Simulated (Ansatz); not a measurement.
# Ni3GeC (Pm-3m): phonons and vibrational spectra, part 2 of 2

How does Ni3GeC (Pm-3m) vibrate, and is this structure a minimum?

Ansatz 0.2.0; DFT PBEsol, scalar-relativistic, plane waves, PAW; PAW set soft_1.

So far, highest frequency on the path or at a solved wavevector (cm⁻¹): step 5 (phonons on a q mesh) 723. Also lowest frequency on the path (cm⁻¹): step 5 -130.

## Step 6: Isotope substitution, element C, natural mass 12.011 amu

An isotope changes the mass and not the force constants, so no new electronic calculation is needed; the shifts show which modes move this element.

The same force constants with the mass of C changed from 12.011 to 13.003 u (phonopy, no LO-TO term). Both lists are sorted by frequency; levels can cross, so a row need not hold one and the same mode. Modes under 3 cm⁻¹ are left out. Isotope shifts, by row, the first 40 of 57 rows:

```
          q  rank  natural mass (cm⁻¹)  changed mass (cm⁻¹)
      0 0 0     1               -92.66               -92.66
      0 0 0     2               -92.66               -92.66
      0 0 0     3               -92.66               -92.66
      0 0 0     7                96.15                95.74
      0 0 0     8                96.15                95.74
      0 0 0     9                96.15                95.74
      0 0 0    10                123.5                123.3
      0 0 0    11                123.5                123.3
      0 0 0    12                123.5                123.3
      0 0 0    13                601.1                582.6
      0 0 0    14                601.1                582.6
      0 0 0    15                601.1                582.6
   0 0 -0.5     1               -129.7               -129.7
   0 0 -0.5     2               -76.03               -76.03
   0 0 -0.5     3               -66.56               -66.56
   0 0 -0.5     4               -66.56               -66.56
   0 0 -0.5     5               -61.15               -61.15
   0 0 -0.5     6               -61.15               -61.15
   0 0 -0.5     7                113.2                113.2
   0 0 -0.5     8                113.2                113.2
   0 0 -0.5     9                142.6                141.5
   0 0 -0.5    10                142.6                141.5
   0 0 -0.5    11                152.8                152.8
   0 0 -0.5    12                274.4                274.4
   0 0 -0.5    13                608.5                  589
   0 0 -0.5    14                608.5                  589
   0 0 -0.5    15                698.6                671.6
0 -0.5 -0.5     1               -114.9               -114.9
0 -0.5 -0.5     2               -106.6               -106.6
0 -0.5 -0.5     3               -106.6               -106.6
0 -0.5 -0.5     4               -98.91               -98.91
0 -0.5 -0.5     5               -98.91               -98.91
0 -0.5 -0.5     6               -68.65               -68.65
0 -0.5 -0.5     7                  115                  115
0 -0.5 -0.5     8                129.3                128.5
0 -0.5 -0.5     9                132.1                132.1
0 -0.5 -0.5    10                132.1                132.1
0 -0.5 -0.5    11                231.4                231.4
0 -0.5 -0.5    12                295.6                295.6
0 -0.5 -0.5    13                620.7                600.4
```

A mode of this element alone would shift by -3.89 %. The highest zone-centre frequency without the field goes from 601.1 to 582.6 cm⁻¹ (-3.1 %).

## Step 7: Another isotope, element Ge, natural mass 72.63 amu

The same for Ge, from 72.63 to 75.92 u.

The same force constants with the mass of Ge changed from 72.630 to 75.921 u (phonopy, no LO-TO term). Both lists are sorted by frequency; levels can cross, so a row need not hold one and the same mode. Modes under 3 cm⁻¹ are left out. Isotope shifts, by row, the first 40 of 57 rows:

```
          q  rank  natural mass (cm⁻¹)  changed mass (cm⁻¹)
      0 0 0     1               -92.66               -92.66
      0 0 0     2               -92.66               -92.66
      0 0 0     3               -92.66               -92.66
      0 0 0     7                96.15                95.93
      0 0 0     8                96.15                95.93
      0 0 0     9                96.15                95.93
      0 0 0    10                123.5                121.9
      0 0 0    11                123.5                121.9
      0 0 0    12                123.5                121.9
      0 0 0    13                601.1                601.1
      0 0 0    14                601.1                601.1
      0 0 0    15                601.1                601.1
   0 0 -0.5     1               -129.7               -129.7
   0 0 -0.5     2               -76.03               -76.03
   0 0 -0.5     3               -66.56               -66.56
   0 0 -0.5     4               -66.56               -66.56
   0 0 -0.5     5               -61.15               -61.09
   0 0 -0.5     6               -61.15               -61.09
   0 0 -0.5     7                113.2                110.9
   0 0 -0.5     8                113.2                110.9
   0 0 -0.5     9                142.6                142.6
   0 0 -0.5    10                142.6                142.6
   0 0 -0.5    11                152.8                149.4
   0 0 -0.5    12                274.4                274.4
   0 0 -0.5    13                608.5                608.5
   0 0 -0.5    14                608.5                608.5
   0 0 -0.5    15                698.6                698.6
0 -0.5 -0.5     1               -114.9               -114.9
0 -0.5 -0.5     2               -106.6               -106.6
0 -0.5 -0.5     3               -106.6               -106.6
0 -0.5 -0.5     4               -98.91                -98.9
0 -0.5 -0.5     5               -98.91                -98.9
0 -0.5 -0.5     6               -68.65               -68.65
0 -0.5 -0.5     7                  115                112.5
0 -0.5 -0.5     8                129.3                129.2
0 -0.5 -0.5     9                132.1                129.2
0 -0.5 -0.5    10                132.1                129.3
0 -0.5 -0.5    11                231.4                231.4
0 -0.5 -0.5    12                295.6                295.6
0 -0.5 -0.5    13                620.7                620.7
```

A mode of this element alone would shift by -2.19 %. The highest zone-centre frequency without the field goes from 601.1 to 601.1 cm⁻¹ (-0.0 %).

## Step 8: Another isotope, element Ni, natural mass 58.6934 amu

The same for Ni, from 58.69 to 63.93 u.

A mode of this element alone would shift by -4.18 %. The highest zone-centre frequency without the field goes from 601.1 to 596.1 cm⁻¹ (-0.8 %).

## Step 9: What came out

| Quantity | Value |
| --- | --- |
| space group after relaxation (within 0.01 Å) | Pm-3m |
| volume per atom | 10.6 Å³ |
| electronic character | no gap on this mesh |
| highest optical mode at the zone centre (no LO-TO term) | 601 cm⁻¹ |
| lowest optical zone-centre mode | -92.7 cm⁻¹ |
| lowest mode on the q mesh (acoustic modes at Γ apart) | -130 cm⁻¹ |
| highest frequency on the path or at a solved wavevector | 723 cm⁻¹ |
| imaginary modes on the 2×2×2 q mesh | yes |

In words: Modes are clearly imaginary (beyond 10i cm⁻¹) at 4 of the 4 irreducible wavevectors, most at q = (0, 0, -0.5) (129.7i cm⁻¹), so this structure is not a minimum of the energy. The optical modes at Γ span -93 to 601 cm⁻¹ (negative means imaginary). The highest mode in this list at Γ, 601.1 cm⁻¹, is mostly motion of C (80 % of the kinetic energy). The q mesh stands for a supercell only 7.5 Å across, so branches between the solved wavevectors are rough. With no gap, or one that is small against the smearing, the frequencies hang on the k mesh and the smearing, most of all near Kohn anomalies. The phonon runs are without spin polarisation, although Ni often carries a moment. The PAW files were made for PBE and serve the other functionals too. A phonon run warned that its eigensolver left some bands unconverged in a pass. These are harmonic frequencies at zero temperature: anharmonic shifts, linewidths and thermal expansion are left out.

[Logs are printed without paths, hosts, clocks, repeated set-up lines and the standing remarks that a program may print on its own settings, such as how far it seeks lower states.]

[Hosts, paths, dates, database ids (printed as entryN), source tags and the programs' standing remarks are cut or masked in the printed files.]
